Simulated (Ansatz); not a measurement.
# TiC (model cell, started as CsCl type): a soft mode frozen in, part 3 of 3

Wanted: the energy along a soft mode of TiC (model cell, started as CsCl type) and the structure at the end.

Ansatz 0.2.0; DFT PBEsol, scalar-relativistic, plane waves, PAW.

So far. Step 5 (Energy along the mode, all amplitudes (two of the runs …): The lowest of the steps tried is at 0.45 Å, 219 meV/atom below the parent; the bottom of the well need not coincide with a step. Step 7 (The new phase in its own primitive cell): The forces vanish by symmetry and the pressure is 0.000 GPa, within the tolerances set. The cell now holds 9.88 Å³/atom. The relaxed cell has a = 3.128, c = 4.665 Å (conventional setting).

The structure was built from a prototype and need not be the compound's stable phase.

## (8) Modes of the new phase, k-mesh 15×15×8

A relaxed structure may still be a saddle point, so its zone-centre modes are computed. No field response is asked, since the mesh shows no gap.

File input.yaml:

```yaml
crystal:
  lattice:
    - [3.128049965, 0.0, 0.0]
    - [-1.5640249825, 2.708970734, 0.0]
    - [0.0, 0.0, 4.665274693]
  atoms:
    - { symbol: Ti, position: [0.3333333333, 0.6666666667, 0.75] }
    - { symbol: Ti, position: [0.6666666667, 0.3333333333, 0.25] }
    - { symbol: C, position: [0.0, 0.0, 0.0] }
    - { symbol: C, position: [0.0, 0.0, 0.5] }
kpoints:
  mp_grid: { grid: [15, 15, 8] }
hamiltonian:
  xc: pbesol
scf:
  occupations: { method: methfessel_paxton, width: 0.15 }
output:
  eigenvalues: true
phonons:
  method: dfpt
```

Command:

```
> ansatz run input.yaml --threads 4 --pin off --max-ram 7168MiB --backend cpu --events-out ev --progress --plain --runs-dir out
```

Numbers of over 12 decimals in the logs are rounded to 6 here.

Output:

```text
[...]
Crystal: 4 atoms, lattice volume = 39.533 Å³
Basis set: ecut = 420 eV, 771 PW (Γ), exchange–correlation on 48×48×64 points (8 copies of the dense FFT grid, shifted against one another)
Bands: 20, of which v1, the nominal top of the filled ones, is band 16 counted from 1 (15 counted from 0)
Symmetry: 24 space group operations
k-points: 488 of 1800 (irreducible under 2 space group operations, time reversal used)
[...]
SCF iter   1: F=—  HF=-5444.345832 eV  |F-HF|=—  |Δ(HF+E_count)|=         —  Δρ=1.57e-2  dr2=1.28e-1  ethr=1.77e-3  ⟨swp⟩=4.8  Hψ=85309  notcnv=0
automatic band count: the SCF goes on with 24 bands, as 20 were too few: they end inside the smearing window of the response
[...]
SCF iter   2: F=—  HF=-5444.328775 eV  |F-HF|=—  |Δ(HF+E_count)|=   1.71e-2  S|Δr|=    0.00e0  Δρ=1.02e-2  dr2=5.76e-2  ethr=4.00e-4  ⟨swp⟩=1.0  Hψ=15616  notcnv=0
[...]
SCF iter   8: F=-5444.316403 eV  HF=-5444.316403 eV  |F-HF|=9.09e-13  |Δ(HF+E_count)|=    0.00e0  S|Δr|=    0.00e0  Δρ=2.15e-8  dr2=5.14e-14  ethr=1.00e-12  ⟨swp⟩=8.6  Hψ=48116  notcnv=0
SCF 1 converged in 8 iterations: F = -5444.316403 eV  dr2 = 5.14e-14
[...]
DFPT response loops at Γ: preconditioner auto → Kerker (q_TF=auto, 2.634 Å⁻¹) (partly filled bands, converged f_vac=0.000); β = 1.00, the filter's whole step (`scf.mixing.beta` (0.50) is not read by the response loops under this deck's `scf.mixing.preconditioner`; to damp them name `kerker` or `kerker_dos`, under which they read `scf.mixing.beta`, and type it under 1.00, their step now; both keys bind the ground state too); Broyden in place of MSR1
SCF converged after 8 iterations
[...]
Free energy (F): -5444.316403 eV
[...]
Internal energy: -5444.315969 eV  (E = F + TS)
E sigma→0 (E₀):  -5444.316295 eV
Entropy (-TS):   -0.000434 eV (-0.109 meV/atom)
Fermi energy:    15.546727 eV
[...]
--- Band table (eV; the first three rows and the last of 488) ---
  k-point 0: bands = [... 12 lower, 12.1688, 14.4537, 14.4537, 16.1494, 16.1494, 16.2210, 16.2847, 16.2847, ... 4 higher]
  k-point 1: bands = [... 12 lower, 12.1916, 14.1507, 14.1507, 15.9678, 16.4147, 16.4147, 16.5111, 16.5111, ... 4 higher]
  k-point 2: bands = [... 12 lower, 12.2717, 13.6095, 13.6095, 15.2371, 16.7758, 16.7758, 17.1832, 17.1832, ... 4 higher]
  k-point 487: bands = [... 12 lower, 12.0757, 12.1409, 12.7537, 14.7365, 16.4041, 17.7054, 17.9185, 18.9286, ... 4 higher]
--- Phonons (Γ-DFPT): 4 representative perturbations + reference, on 488 of 1800 k-points (Σ response iterations 12) ---
  k mesh reduced under 2 symmetry operations, with k and −k counted as one. Each operation leaves every solved perturbation unchanged. A smaller set is not used because it would not reduce the number of displacements times k-points to solve
  ASR residual: 6.786e-6 → 0.000e0 eV/Å²; symmetrization residual: 6.153e-7 eV/Å²
  ASR residual per site (eV/Å²): 6.79e-6 6.79e-6 1.81e-6 1.81e-6
  Γ frequencies (cm⁻¹): 0.00 0.00 0.00 314.84 314.84 439.77 473.14 514.04 571.46 571.46 736.81 736.81
  non-analytic LO–TO correction: not included (Born effective charges unavailable; polar crystals: no LO–TO splitting at Γ)
```

The job ended after 50 s (4 threads of Arm Neoverse V1, shared host; peak memory 1.6 GiB).

This step gave:

```
sum-rule residual before enforcement                    : 6.79e-6 eV/Å²
point group                                             : 6/mmm
highest optical mode at the zone centre (no LO-TO term) : 736.8 cm⁻¹
lowest optical zone-centre mode                         : 314.8 cm⁻¹
```

Patterns of degenerate modes are one choice out of their space. Modes at Γ, with each element's share of the kinetic energy:

```tsv
mode	frequency (cm⁻¹)	symmetry	Ti %	C %
1	0.0	acoustic	80	20
2	0.0	acoustic	80	20
3	0.0	acoustic	80	20
4	314.8	E2g	100	0
5	314.8	E2g	100	0
6	439.8	B1g	100	0
7	473.1	A2u	20	80
8	514.0	B2u	0	100
9	571.5	E2u	0	100
10	571.5	E2u	0	100
11	736.8	E1u	20	80
12	736.8	E1u	20	80
```

Displacements in mode 4 (314.8 cm⁻¹), the largest set to 1:
```
Ti1  0.00  1.00  0.00
Ti2  0.00 -1.00  0.00
C3   0.00  0.00  0.00
C4   0.00  0.00  0.00
```

Displacements in mode 9 (571.5 cm⁻¹), the largest set to 1:
```
Ti1  0.00  0.00  0.00
Ti2  0.00  0.00  0.00
C3   0.05  1.00  0.00
C4  -0.05 -1.00  0.00
```

Before it was imposed, the acoustic sum rule was missed by 6.8e-6 eV/Å². Small misses are needed for a sound result but don't prove that mesh and cutoff are converged. The lowest optical mode is real, 315 cm⁻¹.

## (9) Results

```yaml
unstable_mode_of_the_parent: q = (0, 0, -0.5), 334i cm⁻¹
depth_at_the_lowest_point_sampled: 219 meV/atom
largest_atomic_shift_at_that_point: 0.45 Å
space_group_reached_within_0p01_a: P6_3/mmc
energy_gained_over_the_parent_first_relaxation_on_the_mesh_of_the_frozen_mode: 1040 meV/atom
volume_per_atom_phase_reached: 9.88 Å³
lowest_optical_zone_centre_mode_phase_reached: 315 cm⁻¹
highest_optical_mode_at_the_zone_centre_no_lo_to_term_phase_reached: 737 cm⁻¹
```

**Reading.** Along this mode the structure falls into P6_3/mmc, 1040 meV/atom below the parent. At the parent's cell the well is 218.9 meV/atom deep on the steps tried, with its lowest point at a shift of 0.45 Å. Relaxing atoms and cell changes the gain by +820.92 meV/atom against the lowest step (energies at zero smearing). Most of the total comes from this relaxation. The new phase has no imaginary mode at the zone centre of its cell; other wavevectors were not checked. Of the 4 patterns followed to their end from this parent, this one reaches the lowest energy. Each path keeps the symmetry of its pattern, so a lower phase may lie along a pattern not tried. With no gap, or one that is small against the smearing, the frequencies hang on the k mesh and the smearing, most of all near Kohn anomalies. The starting cell was built on a prototype and not taken from a measurement, so the phase need not exist.

[Logs are printed without paths, hosts, clocks, repeated set-up lines and the standing remarks that a program may print on its own settings, such as how far it seeks lower states.]

[Hosts, paths, dates, database ids (printed as entryN), source tags and the programs' standing remarks are cut or masked in the printed files.]
